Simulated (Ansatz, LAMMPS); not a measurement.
## Finding the fault: Li+ FSI- in vinylene carbonate and ethylene carbonate at 330 K (118 atoms)

Program: Ansatz 0.2.0. The cell: 42 O, 30 C, 28 H, 3 N, 6 S, 6 F and 3 Li.

input.yaml reads:

```yaml
crystal:
  lattice:
    - [11.60247, 0.0, 0.0]
    - [0.0, 11.60247, 0.0]
    - [0.0, 0.0, 11.60247]
  atoms:
    - { symbol: O, position: [0.27094, 0.47291, 0.87919], spin: 2.0 }
    - { symbol: C, position: [0.29818, 0.37197, 0.89269] }
    - { symbol: O, position: [0.41188, 0.33401, 0.88134] }
    - { symbol: C, position: [0.40572, 0.22471, 0.93216] }
    - { symbol: C, position: [0.28997, 0.1815, 0.90119] }
    - { symbol: O, position: [0.22581, 0.2803, 0.91937] }
    - { symbol: H, position: [0.47487, 0.17831, 0.89542] }
    - { symbol: H, position: [0.41181, 0.24214, 0.02404] }
    - { symbol: H, position: [0.28258, 0.15485, 0.80654] }
    - { symbol: H, position: [0.25723, 0.11791, 0.96049] }
    - { symbol: O, position: [0.8497, 0.08638, 0.29551] }
    - { symbol: C, position: [0.89834, 0.0062, 0.24813] }
    - { symbol: O, position: [0.98552, 0.0284, 0.17559] }
    - { symbol: C, position: [0.05146, 0.92744, 0.16817] }
    - { symbol: C, position: [0.97757, 0.83331, 0.21369] }
    - { symbol: O, position: [0.91332, 0.89987, 0.29398] }
    - { symbol: H, position: [0.08719, 0.92011, 0.08152] }
    - { symbol: H, position: [0.12952, 0.94414, 0.21819] }
    [... 94 atom lines left out ...]
    - { symbol: O, position: [0.19378, 0.23521, 0.20207] }
    - { symbol: H, position: [0.09492, 0.50154, 0.21757] }
    - { symbol: H, position: [0.02027, 0.27953, 0.18799] }
    - { symbol: Li, position: [0.86271, 0.16706, 0.42383] }
    - { symbol: Li, position: [0.52364, 0.15979, 0.29871] }
    - { symbol: Li, position: [0.28994, 0.61634, 0.96348] }
kpoints:
  mp_grid: { grid: [1, 1, 1] }
hamiltonian:
  xc: pbe
  dispersion: d3bj
scf:
  occupations: { method: fermi_dirac, width: 0.05 }
  max_iter: 75
output:
  forces: true
```

Command:

```console
$ ansatz run input.yaml --threads 8 --pin off --max-ram 15872MiB --backend cpu --events-out ev --progress --plain --runs-dir out
```

The log of the run:

```text
Error: inconsistent input (magnetization.spin_polarized): false but per-atom `spin:`, `per_species`, `initial_magnetization`, `magnetic_field`, or `spin_locking` is set
```

Run time: 0.02 s. Hardware: 8 threads of Arm Neoverse V2, shared host; peak memory 0.031 GiB; 0.02 s of CPU time.

**Question.** What is wrong with this input, and how is it mended?

A moment without spin polarisation: crystal.atoms[0].spin = 2.0 and starting moments = "other".

The fix is to switch spin polarisation on, or take the moment out.

The program refused it before any cycle.

[Long decimals in the printed logs are rounded to 6 places.]

[Logs are printed without paths, hosts, clocks, repeated set-up lines and the standing remarks that a program may print on its own settings, such as how far it seeks lower states.]

[Hosts, paths, dates, database ids (printed as entryN), source tags and the programs' standing remarks are cut or masked in the printed files.]
